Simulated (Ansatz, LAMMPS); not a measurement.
# Which site? Zn in place of Al in 42Ga2O3-58Al2O3 (mol %) with crystalline order left by the classical run (95 atoms), part 2 of 2

Aim: make Zn in place of Al at several sites of 42Ga2O3-58Al2O3 (mol %) with crystalline order left by the classical run (95 atoms), relax each, and compare their energies.

Ansatz 0.2.0; Kohn-Sham DFT, PBEsol, PAW (set soft_2), plane waves.

The cell: 16 Ga, 22 Al and 57 O. The quench rate of 100 K/ps is orders of magnitude faster than experiment. The starting topology of bonds comes from the classical model. The Brillouin zone is sampled at Γ only, in a cell whose shortest periodic width is 10 Å.

So far. Step 2 (Single point at the start): The r.m.s. force at the start is 0.59 eV/Å. Step 3 (Relaxation): The relaxation converged after 8 steps, 2.88 eV below its start, with a largest force component of 0.040 eV/Å.

## 5. Zn on a site of Al, site Al24

The site has 4 bonded neighbours (O4) at 1.75 Å on average, by cutoffs that count no bonds between two metal atoms or like ions. The change is made in the relaxed cell and the atoms are relaxed again, with spin allowed.

Contents of input.yaml:

```yaml
crystal:
  lattice:
    - [9.81985, 0.0, 0.0]
    - [0.0, 9.81985, 0.0]
    - [0.0, 0.0, 9.81985]
  atoms:
    [... atom lines 1 to 20 left out ...]
    - { symbol: Al, position: [0.1554, 0.26065, 0.99374] }
    - { symbol: Al, position: [0.40342, 0.46909, 0.92949] }
    - { symbol: Al, position: [0.06336, 0.7817, 0.27196] }
    - { symbol: Zn, position: [0.88782, 0.01244, 0.44103], spin: 0.6 }
    - { symbol: Al, position: [0.34558, 0.74467, 0.42491] }
    - { symbol: Al, position: [0.95912, 0.55067, 0.59894] }
    - { symbol: Al, position: [0.15278, 0.92393, 0.54202] }
    [... atom lines 28 to 95 left out ...]
magnetization:
  spin_polarized: true
kpoints:
  mp_grid: { grid: [1, 1, 1] }
hamiltonian:
  xc: pbesol
scf:
  occupations: { method: fermi_dirac, width: 0.025 }
  lower_state_search: "off"
output:
  forces: true
  eigenvalues: true
relax:
  f_tol: 0.05
  max_steps: 90
```

On the command line:

```console
$ ansatz run input.yaml --threads 4 --pin off --max-ram 8192MiB --backend cpu --events-out ev --progress --plain --runs-dir out
```

Numbers of over 12 decimals in the logs are rounded to 6 here.

Output:

```text
[...]
Crystal: 95 atoms, lattice volume = 946.923 Å³
Basis set: ecut = 420 eV, 18613 PW (Γ), exchange–correlation on 144×144×144 points (8 copies of the dense FFT grid, shifted against one another)
Bands: 409, of which v1, the nominal top of the filled ones, is band 313 counted from 1 (312 counted from 0)
Symmetry: 1 space group operations
[...]
k-points: 1
[...]
Starting moments: Σ|m| = 3 μB on 5 of 95 sites
[...]
SCF iter   1: F=—  HF=-106270.678151 eV  |F-HF|=—  |Δ(HF+E_count)|=         —  Δρ=6.32e-2 (↑5.58e-2 ↓6.32e-2)  dr2=1.08e2  dr2_m=1.72e0  M=0.034 μB ∫|m|=0.517 μB  β_m=0.30  ethr=3.10e-3  ⟨swp⟩=6.0  Hψ=3255  notcnv=0  defer=31
[...]
spin=Collinear: Kerker preconditioning applied to the charge; magnetization (m = ρ↑ − ρ↓) channel mixes plain (no charge-response kernel on spin).
SCF iter   2: F=—  HF=-106252.397867 eV  |F-HF|=—  |Δ(HF+E_count)|=    1.83e1  Δρ=4.08e-2 (↑3.66e-2 ↓4.08e-2)  dr2=5.42e1  dr2_m=8.78e-1  M=0.147 μB ∫|m|=0.512 μB  β_m=0.30  ethr=3.10e-3  ⟨swp⟩=2.0  Hψ=1476  notcnv=0  defer=182
SCF iter   3: F=—  HF=-106238.829178 eV  |F-HF|=—  |Δ(HF+E_count)|=    1.36e1  Δρ=1.81e-2 (↑1.76e-2 ↓1.81e-2)  dr2=1.34e1  dr2_m=2.67e-1  M=0.993 μB ∫|m|=1.147 μB  β_m=0.30  ethr=3.10e-3  ⟨swp⟩=3.0  Hψ=1276  notcnv=0  defer=182
[...]
SCF iter   9: F=—  HF=-106234.458587 eV  |F-HF|=—  |Δ(HF+E_count)|=   3.03e-2  Δρ=2.80e-3 (↑2.80e-3 ↓2.09e-3)  dr2=3.97e-1  dr2_m=1.36e-2  M=0.998 μB ∫|m|=1.100 μB  β_m=0.30  ethr=9.68e-5  ⟨swp⟩=4.0  Hψ=662  notcnv=0  defer=180
[...]
spin-set hold released at iteration 9 (site moments contracting): the magnetisation degrees of freedom join the quasi-Newton model from the next iteration; the mixer history was flushed
SCF iter  10: F=—  HF=-106234.464830 eV  |F-HF|=—  |Δ(HF+E_count)|=   6.24e-3  Δρ=2.10e-3 (↑2.10e-3 ↓1.85e-3)  dr2=3.19e-1  dr2_m=1.12e-2  M=0.999 μB ∫|m|=1.103 μB  β_m=0.59  ethr=6.35e-5  ⟨swp⟩=1.0  Hψ=638  notcnv=0  defer=180
[...]
spin=Collinear: Resta preconditioning applied to the charge; magnetization (m = ρ↑ − ρ↓) channel mixes plain (no charge-response kernel on spin).
SCF iter  11: F=—  HF=-106234.438840 eV  |F-HF|=—  |Δ(HF+E_count)|=   2.60e-2  Δρ=2.73e-3 (↑1.27e-3 ↓2.73e-3)  dr2=1.94e-1  dr2_m=7.48e-3  M=0.998 μB ∫|m|=1.103 μB  β_m=0.54  ethr=5.10e-5  ⟨swp⟩=4.0  Hψ=1138  notcnv=0  defer=180
SCF iter  12: F=—  HF=-106234.410860 eV  |F-HF|=—  |Δ(HF+E_count)|=   2.80e-2  Δρ=8.21e-4 (↑5.37e-4 ↓8.21e-4)  dr2=2.75e-2  dr2_m=8.71e-4  M=1.000 μB ∫|m|=1.106 μB  β_m=0.64  ethr=3.11e-5  ⟨swp⟩=3.0  Hψ=1236  notcnv=0  defer=180
[...]
SCF iter  17: F=-106234.407645 eV  HF=-106234.407653 eV  |F-HF|=8.04e-6  |Δ(HF+E_count)|=   1.02e-5  Δρ=3.18e-5 (↑1.87e-5 ↓3.18e-5)  dr2=1.95e-5  dr2_m=9.28e-7  M=1.000 μB ∫|m|=1.104 μB  β_m=0.59  ethr=1.00e-8  ⟨swp⟩=14.0  Hψ=4376  notcnv=0
SCF iter  18: F=-106234.407653 eV  HF=-106234.407654 eV  |F-HF|=1.31e-6  |Δ(HF+E_count)|=   1.40e-6  Δρ=1.46e-5 (↑6.88e-6 ↓1.46e-5)  dr2=4.04e-6  dr2_m=2.89e-7  M=1.000 μB ∫|m|=1.104 μB  ethr=3.12e-9  ⟨swp⟩=2.0  Hψ=2478  notcnv=0
SCF 1 converged in 18 iterations: F = -106234.407653 eV  dr2 = 4.04e-6
[...]
relax step   1: F+E_penalty+E_count = -106234.40765266 eV  Δ(F+E_penalty+E_count) = +0.000e0 eV  max|allowed force component| = 2.938e0 eV/Å  Δτ_max = 0.0000 Å  (18 SCF iters, dr2 threshold 6.25e-5 eV, accepted)
[... from here on, the SCF cycles and remarks between the steps are left out ...]
relax step   2: F+E_penalty+E_count = -106235.01299220 eV  Δ(F+E_penalty+E_count) = -6.053e-1 eV  max|allowed force component| = 1.775e0 eV/Å  Δτ_max = 0.0756 Å  (7 SCF iters, dr2 threshold 1.00e-4 eV, accepted)
relax step   3: F+E_penalty+E_count = -106235.46408719 eV  Δ(F+E_penalty+E_count) = -4.511e-1 eV  max|allowed force component| = 4.270e-1 eV/Å  Δτ_max = 0.1310 Å  (7 SCF iters, dr2 threshold 1.00e-4 eV, accepted)
relax step   4: F+E_penalty+E_count = -106235.26388609 eV  Δ(F+E_penalty+E_count) = +2.002e-1 eV  max|allowed force component| = 1.070e0 eV/Å  Δτ_max = 0.2000 Å  (9 SCF iters, dr2 threshold 1.14e-5 eV, rejected (line search))
relax step   5: F+E_penalty+E_count = -106235.54820731 eV  Δ(F+E_penalty+E_count) = -8.412e-2 eV  max|allowed force component| = 1.507e-1 eV/Å  Δτ_max = 0.0926 Å  (12 SCF iters, accepted)
relax step   6: F+E_penalty+E_count = -106235.54244177 eV  Δ(F+E_penalty+E_count) = +5.766e-3 eV  max|allowed force component| = 4.945e-1 eV/Å  Δτ_max = 0.0755 Å  (11 SCF iters, rejected (line search))
relax step   7: F+E_penalty+E_count = -106235.56377487 eV  Δ(F+E_penalty+E_count) = -1.557e-2 eV  max|allowed force component| = 1.835e-1 eV/Å  Δτ_max = 0.0368 Å  (10 SCF iters, accepted)
relax step   8: F+E_penalty+E_count = -106235.56753242 eV  Δ(F+E_penalty+E_count) = -3.758e-3 eV  max|allowed force component| = 6.939e-2 eV/Å  Δτ_max = 0.0500 Å  (8 SCF iters, dr2 threshold 4.19e-6 eV, accepted)
relax step   9: F+E_penalty+E_count = -106235.54817591 eV  Δ(F+E_penalty+E_count) = +1.936e-2 eV  max|allowed force component| = 1.403e-1 eV/Å  Δτ_max = 0.0750 Å  (12 SCF iters, rejected (line search))
relax step  10: F+E_penalty+E_count = -106235.57176567 eV  Δ(F+E_penalty+E_count) = -4.233e-3 eV  max|allowed force component| = 3.587e-2 eV/Å  Δτ_max = 0.0209 Å  (11 SCF iters, accepted)
SCF converged after 11 iterations
Magnetization: 0.9999 μB (312.9999 up, 312.0001 down)
Absolute magnetization: 1.1200 μB (∫|ρ↑−ρ↓|, with the PAW one-centre terms)
[...]
Per-site moments (μB) at R_I (Å): [(8.43873404280871e-5, 0.761448), (-4.6779147702523046e-6, 0.777663), (0.000129458, 0.776792), (2.0924566464452888e-5, 0.786174), (0.00126314, 0.741542), [...]
Free energy (F): -106235.571766 eV
[...]
Internal energy: -106235.571678 eV  (E = F + TS)
E sigma→0 (E₀):  -106235.571722 eV
Entropy (-TS):   -0.000088 eV (-0.001 meV/atom)
Fermi energy:    7.695529 eV
[...]
Σ components = -106235.571766   (vs F -106235.571766, Δ=0.00e0)
--- Forces (eV/Å), atoms counted from 1 ---
  atom   1  Ga     0.00371960    -0.00848998     0.00042559
  atom   2  Ga     0.00139056     0.00171151     0.00124861
  atom   3  Ga    -0.00275297    -0.01263386    -0.00142864
  atom   4  Ga     0.00298589     0.00505849    -0.01197707
[...]
atom  95  O     -0.00281896     0.01679662     0.01395040
  max |Σ_I F_I| component: 3.66e-5 eV/Å
--- Band table (eV) ---
[...]
--- Relaxed structure (10 steps of the walk, 7 accepted, 0 SCFs on fresh bases) ---
  F+E_penalty+E_count = -106235.57176567 eV   max|allowed force component| = 3.587e-2 eV/Å
  atoms:
    - { symbol: Ga, position: [0.438747, 0.924101, 0.690261] }
    - { symbol: Ga, position: [0.222108, 0.697870, 0.739485] }
    - { symbol: Ga, position: [0.714544, 0.042448, 0.883800] }
    - { symbol: Ga, position: [0.196534, 0.812409, 0.019287] }
[...]
- { symbol: O, position: [0.653430, 0.850887, 0.292518] }
```

It took 5.1 min on 4 threads of Arm Neoverse V2, shared host; peak memory 2.4 GiB.

The relaxation converged after 10 steps, 1.16 eV below its start, with a largest force component of 0.036 eV/Å.

The surroundings of the Zn atom, after relaxation, nearest first, numbered as they follow in the input and with coordinates relative to it.

| atom | x | y | z | distance (Å) | bonds | moment (μB) |
| --- | --- | --- | --- | --- | --- | --- |
| Zn24 | 0.00 | 0.00 | 0.00 | 0.00 | 4 | 0.04 |
| O45 | -0.31 | -1.65 | 0.73 | 1.83 | 3 | 0.02 |
| O71 | -0.06 | 0.97 | -1.63 | 1.90 | 3 | 0.44 |
| O79 | 1.83 | 0.59 | 0.30 | 1.95 | 3 | 0.03 |
| O74 | -0.74 | 1.60 | 0.87 | 1.96 | 4 | 0.02 |
| Al38 | -0.92 | 2.44 | -0.78 | 2.72 | 6 | 0.00 |
| Ga14 | 1.33 | 2.24 | 1.15 | 2.85 | 6 | 0.00 |
| O48 | 0.14 | -2.15 | -1.92 | 2.88 | 3 | 0.00 |
| Al27 | 2.60 | -0.70 | 1.09 | 2.91 | 4 | 0.00 |
| Ga6 | -2.94 | -0.10 | -0.18 | 2.95 | 4 | 0.00 |

The column of bonds counts only the pairs O-Al within 2.43 Å, O-Ga within 2.50 Å, O-Zn within 2.38 Å; other neighbours, such as metal atoms beside each other in a compound, aren't counted, and periodic images can show an atom twice.

The largest move is 0.23 Å, by O45.

## 6. Zn on a site of Al, site Al37

The site has 6 bonded neighbours (O6) at 1.96 Å on average. 

input.yaml, the sections that differ from step 5:

```yaml
crystal:
  lattice:
    - [9.81985, 0.0, 0.0]
    - [0.0, 9.81985, 0.0]
    - [0.0, 0.0, 9.81985]
  atoms:
    [... atom lines 1 to 33 left out ...]
    - { symbol: Al, position: [0.296, 0.56318, 0.1663] }
    - { symbol: Al, position: [0.76409, 0.81737, 0.10977] }
    - { symbol: Al, position: [0.34903, 0.17842, 0.53774] }
    - { symbol: Zn, position: [0.47139, 0.78175, 0.93135], spin: 0.6 }
    - { symbol: Al, position: [0.78932, 0.23882, 0.34842] }
    - { symbol: O, position: [0.09734, 0.86067, 0.6984] }
    - { symbol: O, position: [0.09945, 0.38963, 0.87545] }
    [... atom lines 41 to 95 left out ...]
# magnetization, kpoints, hamiltonian, scf, output, relax: as in step 5
```

Output:

```text
[...]
Crystal: 95 atoms, lattice volume = 946.923 Å³
Basis set: ecut = 420 eV, 18613 PW (Γ), exchange–correlation on 144×144×144 points (8 copies of the dense FFT grid, shifted against one another)
Bands: 410, of which v1, the nominal top of the filled ones, is band 313 counted from 1 (312 counted from 0)
Symmetry: 1 space group operations
[...]
k-points: 1
[...]
Starting moments: Σ|m| = 4.2 μB on 7 of 95 sites
[...]
SCF iter   1: F=—  HF=-106270.557317 eV  |F-HF|=—  |Δ(HF+E_count)|=         —  Δρ=6.41e-2 (↑5.59e-2 ↓6.41e-2)  dr2=1.05e2  dr2_m=2.19e0  M=0.029 μB ∫|m|=0.794 μB  β_m=0.30  ethr=3.10e-3  ⟨swp⟩=6.0  Hψ=3248  notcnv=0  defer=36
[...]
SCF iter   3: F=—  HF=-106238.967507 eV  |F-HF|=—  |Δ(HF+E_count)|=    1.35e1  Δρ=1.79e-2 (↑1.79e-2 ↓1.72e-2)  dr2=1.27e1  dr2_m=2.65e-1  M=0.982 μB ∫|m|=1.279 μB  β_m=0.30  ethr=3.10e-3  ⟨swp⟩=3.0  Hψ=1280  notcnv=0  defer=181
[...]
SCF iter  12: F=—  HF=-106234.721335 eV  |F-HF|=—  |Δ(HF+E_count)|=   4.31e-2  Δρ=1.99e-3 (↑1.36e-3 ↓1.99e-3)  dr2=1.34e-1  dr2_m=3.73e-3  M=0.877 μB ∫|m|=0.972 μB  β_m=0.30  ethr=2.83e-5  ⟨swp⟩=5.0  Hψ=1187  notcnv=0  defer=186
[...]
SCF iter  15: F=—  HF=-106234.724446 eV  |F-HF|=—  |Δ(HF+E_count)|=   2.35e-3  Δρ=7.79e-4 (↑6.47e-4 ↓7.79e-4)  dr2=2.27e-2  dr2_m=1.35e-3  M=0.930 μB ∫|m|=1.020 μB  β_m=0.27  ethr=5.20e-6  ⟨swp⟩=1.0  Hψ=634  notcnv=0  defer=186
[...]
SCF iter  21: F=-106234.725244 eV  HF=-106234.725250 eV  |F-HF|=5.94e-6  |Δ(HF+E_count)|=   2.81e-7  Δρ=1.82e-5 (↑6.36e-6 ↓1.82e-5)  dr2=6.78e-6  dr2_m=6.69e-7  M=0.948 μB ∫|m|=1.035 μB  β_m=0.60  ethr=1.46e-9  ⟨swp⟩=1.0  Hψ=1981  notcnv=0
SCF iter  22: F=-106234.725249 eV  HF=-106234.725250 eV  |F-HF|=4.75e-7  |Δ(HF+E_count)|=   1.21e-7  Δρ=5.27e-6 (↑3.17e-6 ↓5.27e-6)  dr2=6.50e-7  dr2_m=6.52e-8  M=0.948 μB ∫|m|=1.035 μB  ethr=1.08e-9  ⟨swp⟩=2.0  Hψ=1873  notcnv=0
SCF 1 converged in 22 iterations: F = -106234.725249 eV  dr2 = 6.50e-7
[...]
relax step   1: F+E_penalty+E_count = -106234.72524924 eV  Δ(F+E_penalty+E_count) = +0.000e0 eV  max|allowed force component| = 2.182e0 eV/Å  Δτ_max = 0.0000 Å  (22 SCF iters, dr2 threshold 6.25e-5 eV, accepted)
[... from here on, the SCF cycles and remarks between the steps are left out ...]
relax step   2: F+E_penalty+E_count = -106235.16529487 eV  Δ(F+E_penalty+E_count) = -4.400e-1 eV  max|allowed force component| = 1.272e0 eV/Å  Δτ_max = 0.0668 Å  (11 SCF iters, dr2 threshold 1.00e-4 eV, accepted)
relax step   3: F+E_penalty+E_count = -106235.40218590 eV  Δ(F+E_penalty+E_count) = -2.369e-1 eV  max|allowed force component| = 1.181e0 eV/Å  Δτ_max = 0.2000 Å  (14 SCF iters, dr2 threshold 1.00e-4 eV, accepted)
relax step   4: F+E_penalty+E_count = -106235.69476863 eV  Δ(F+E_penalty+E_count) = -2.926e-1 eV  max|allowed force component| = 2.653e-1 eV/Å  Δτ_max = 0.0616 Å  (11 SCF iters, dr2 threshold 1.00e-4 eV, accepted)
relax step   5: F+E_penalty+E_count = -106235.70750024 eV  Δ(F+E_penalty+E_count) = -1.273e-2 eV  max|allowed force component| = 6.027e-1 eV/Å  Δτ_max = 0.2000 Å  (13 SCF iters, dr2 threshold 4.40e-6 eV, accepted)
relax step   6: F+E_penalty+E_count = -106235.79725355 eV  Δ(F+E_penalty+E_count) = -8.975e-2 eV  max|allowed force component| = 1.481e-1 eV/Å  Δτ_max = 0.0820 Å  (10 SCF iters, dr2 threshold 2.27e-5 eV, accepted)
relax step   7: F+E_penalty+E_count = -106235.77519001 eV  Δ(F+E_penalty+E_count) = +2.206e-2 eV  max|allowed force component| = 2.541e-1 eV/Å  Δτ_max = 0.0845 Å  (14 SCF iters, rejected (line search))
relax step   8: F+E_penalty+E_count = -106235.80915361 eV  Δ(F+E_penalty+E_count) = -1.190e-2 eV  max|allowed force component| = 1.171e-1 eV/Å  Δτ_max = 0.0362 Å  (13 SCF iters, accepted)
relax step   9: F+E_penalty+E_count = -106235.81297159 eV  Δ(F+E_penalty+E_count) = -3.818e-3 eV  max|allowed force component| = 1.796e-1 eV/Å  Δτ_max = 0.0886 Å  (15 SCF iters, accepted)
relax step  10: F+E_penalty+E_count = -106235.81801701 eV  Δ(F+E_penalty+E_count) = -5.045e-3 eV  max|allowed force component| = 5.690e-2 eV/Å  Δτ_max = 0.0280 Å  (8 SCF iters, dr2 threshold 2.02e-5 eV, accepted)
relax step  11: F+E_penalty+E_count = -106235.81947477 eV  Δ(F+E_penalty+E_count) = -1.458e-3 eV  max|allowed force component| = 1.557e-2 eV/Å  Δτ_max = 0.0087 Å  (11 SCF iters, accepted)
SCF converged after 11 iterations
Magnetization: 0.9757 μB (312.9878 up, 312.0122 down)
Absolute magnetization: 1.0877 μB (∫|ρ↑−ρ↓|, with the PAW one-centre terms)
[...]
Per-site moments (μB) at R_I (Å): [(1.5243067542619382e-5, 0.764300), (1.577323212040405e-5, 0.780473), (-0.000123955, 0.781633), (-8.177684212437487e-6, 0.774023), (0.00044799, 0.746743), [...]
Free energy (F): -106235.819475 eV
[...]
Internal energy: -106235.808075 eV  (E = F + TS)
E sigma→0 (E₀):  -106235.813775 eV
Entropy (-TS):   -0.011399 eV (-0.120 meV/atom)
Fermi energy:    7.440623 eV
[...]
Σ components = -106235.819475   (vs F -106235.819475, Δ=0.00e0)
--- Forces (eV/Å), atoms counted from 1 ---
  atom   1  Ga     0.00441817     0.00278481    -0.00030574
  atom   2  Ga     0.00125492    -0.00011017    -0.00437716
  atom   3  Ga    -0.00127039     0.01147432     0.00163791
  atom   4  Ga    -0.00439397     0.00192304     0.00063122
[...]
atom  95  O     -0.00161526     0.00255855     0.00209105
  max |Σ_I F_I| component: 5.05e-6 eV/Å
--- Band table (eV) ---
[...]
--- Relaxed structure (11 steps of the walk, 10 accepted, 0 SCFs on fresh bases) ---
  F+E_penalty+E_count = -106235.81947477 eV   max|allowed force component| = 1.557e-2 eV/Å
  atoms:
    - { symbol: Ga, position: [0.439086, 0.924049, 0.693296] }
    - { symbol: Ga, position: [0.224508, 0.699617, 0.735064] }
    - { symbol: Ga, position: [0.711257, 0.041976, 0.878316] }
    - { symbol: Ga, position: [0.208376, 0.797282, 0.011535] }
[...]
- { symbol: O, position: [0.648306, 0.849873, 0.291203] }
```

Run time: 6.5 min. Hardware: 4 threads; peak memory 2.4 GiB.

The relaxation converged after 11 steps, 1.09 eV below its start, with a largest force component of 0.016 eV/Å.

## 7. Zn on a site of Al, site Al22

The site has 5 bonded neighbours (O5) at 1.86 Å on average. 

Input and log are left out; they have the form of those shown for this kind of step.

The job ended after 12 min (4 threads of Arm Neoverse V2, shared host; peak memory 2.4 GiB).

The relaxation converged after 22 steps, 1.34 eV below its start, with a largest force component of 0.032 eV/Å.

## 8. Zn on a site of Al, site Al36

The site has 4 bonded neighbours (O4) at 1.76 Å on average. 

Input and log are left out; they have the form of those shown for this kind of step.

The job ended after 6 min (4 threads of Arm Neoverse V2, shared host; peak memory 2.4 GiB; 24 min of CPU time).

The relaxation converged after 12 steps, 1.10 eV below its start, with a largest force component of 0.038 eV/Å.

The surroundings of the Zn atom, after relaxation, nearest first, numbered as they follow in the input and with coordinates relative to it.

| atom | x | y | z | distance (Å) | bonds | moment (μB) |
| --- | --- | --- | --- | --- | --- | --- |
| Zn36 | 0.00 | 0.00 | 0.00 | 0.00 | 4 | 0.06 |
| O84 | 1.69 | 0.24 | 0.68 | 1.84 | 2 | 0.53 |
| O86 | -0.52 | -0.28 | -1.76 | 1.86 | 3 | 0.04 |
| O46 | -1.55 | 1.09 | 0.35 | 1.93 | 3 | 0.02 |
| O57 | -0.83 | -1.68 | 0.93 | 2.09 | 4 | 0.00 |
| Al30 | -0.89 | 2.64 | 0.63 | 2.85 | 4 | 0.00 |
| Ga1 | 0.66 | -2.68 | 1.47 | 3.12 | 5 | 0.00 |
| O55 | 0.59 | 3.07 | -0.33 | 3.14 | 3 | 0.00 |
| Al31 | -0.68 | 1.06 | -2.96 | 3.22 | 6 | 0.00 |
| O78 | 2.43 | -0.50 | -2.06 | 3.22 | 3 | 0.03 |

The column of bonds counts only the pairs O-Al within 2.43 Å, O-Ga within 2.33 Å, O-Zn within 2.48 Å; other neighbours, such as metal atoms beside each other in a compound, aren't counted, and periodic images can show an atom twice.

The largest move is 0.46 Å, by Al20.

## 9. Zn on a site of Al, site Al38

The site has 6 bonded neighbours (O6) at 1.89 Å on average. 

Input and log are left out; they have the form of those shown for this kind of step.

It took 4.5 min on 4 threads of Arm Neoverse V2, shared host; peak memory 2.3 GiB.

The relaxation converged after 9 steps, 0.618 eV below its start, with a largest force component of 0.022 eV/Å.

## 10. Zn on a site of Al, site Al23

The site has 4 bonded neighbours (O4) at 1.77 Å on average. 

Input and log are left out; they have the form of those shown for this kind of step.

It took 10 min on 4 threads of Arm Neoverse V2, shared host; peak memory 2.4 GiB.

The relaxation converged after 19 steps, 1.18 eV below its start, with a largest force component of 0.043 eV/Å.

The surroundings of the Zn atom, after relaxation, nearest first, numbered as they follow in the input and with coordinates relative to it.

| atom | x | y | z | distance (Å) | bonds | moment (μB) |
| --- | --- | --- | --- | --- | --- | --- |
| Zn23 | 0.00 | 0.00 | 0.00 | 0.00 | 4 | 0.00 |
| O48 | -1.74 | 0.08 | -0.57 | 1.84 | 3 | 0.01 |
| O89 | 1.17 | 0.22 | 1.45 | 1.88 | 3 | 0.00 |
| O85 | 0.86 | -1.01 | -1.52 | 2.01 | 4 | 0.00 |
| O60 | 0.64 | 1.72 | -0.97 | 2.07 | 4 | 0.01 |
| O77 | -1.14 | -1.73 | 1.35 | 2.47 | 3 | 0.01 |
| Ga4 | 1.30 | 0.56 | -2.52 | 2.89 | 6 | 0.00 |
| Ga12 | -2.80 | -0.62 | 0.85 | 2.99 | 6 | 0.00 |
| Ga5 | -0.30 | -2.99 | 0.23 | 3.01 | 4 | 0.00 |
| O45 | -2.10 | 0.81 | 2.05 | 3.04 | 3 | 0.00 |

The column of bonds counts only the pairs O-Al within 2.49 Å, O-Ga within 2.48 Å, O-Zn within 2.20 Å; other neighbours, such as metal atoms beside each other in a compound, aren't counted, and periodic images can show an atom twice.

The largest move is 0.37 Å, by Ga13.

## 11. The sites compared

All these cells hold the same atoms, so their energies can be compared with no chemical potential.

| site | neighbours | mean distance (Å) | atoms within 6 Å | energy over the best site (eV) | before relaxation (eV) | gain on relaxing (eV) | moment (μB) |
| --- | --- | --- | --- | --- | --- | --- | --- |
| Al22 | O5 | 1.86 | 89 | 0.00 | 0.00 | 1.34 | 1.0 |
| Al37 | O6 | 1.96 | 89 | 0.51 | 0.27 | 1.09 | 1.0 |
| Al23 | O4 | 1.77 | 93 | 0.52 | 0.36 | 1.18 | 1.0 |
| Al36 | O4 | 1.76 | 92 | 0.73 | 0.49 | 1.10 | 1.0 |
| Al24 | O4 | 1.75 | 91 | 0.76 | 0.58 | 1.16 | 1.0 |
| Al38 | O6 | 1.89 | 90 | 1.65 | 0.93 | 0.62 | 1.0 |

Neighbours are those of the relaxed host within 2.48 Å (O-Al); other pairs aren't counted.

## 12. What came out

The cheapest site is Al22 (5 neighbours, O5); the dearest, Al38 (6 neighbours, O6), costs 1.6 eV more. By coordination the energies over the best site are 0.52 to 0.76 eV with 4 neighbours, 0.00 eV with 5 neighbours and 0.51 to 1.65 eV with 6 neighbours. Relaxation gains 0.62 to 1.3 eV and leaves the best site the same.

**Limits.** Defects are neutral and interact with their images. The reference ran with fixed occupations, but 6 of the 6 defect cells with fermi-dirac smearing of 0.025 eV, spin polarised. In a disordered cell the relaxation can also rearrange atoms far from the site. In the spin-polarised runs the search for a state of lower energy was switched off. Only 6 of the 22 Al sites were tried; unless symmetry makes the others alike to these, a cheaper one may exist. A local or semilocal functional tends to spread out the unpaired spin of such defects. The stress is far from hydrostatic: its diagonal is 0.6, 2.7, 5.4 GPa, compression counted positive. The pressure of 2.9 GPa says that the cell would expand at this level of theory.

The DFT runs together took 46 min of wall time.

[Logs are printed without paths, hosts, clocks, repeated set-up lines and the standing remarks that a program may print on its own settings, such as how far it seeks lower states.]

[Hosts, paths, dates, database ids (printed as entryN), source tags and the programs' standing remarks are cut or masked in the printed files.]
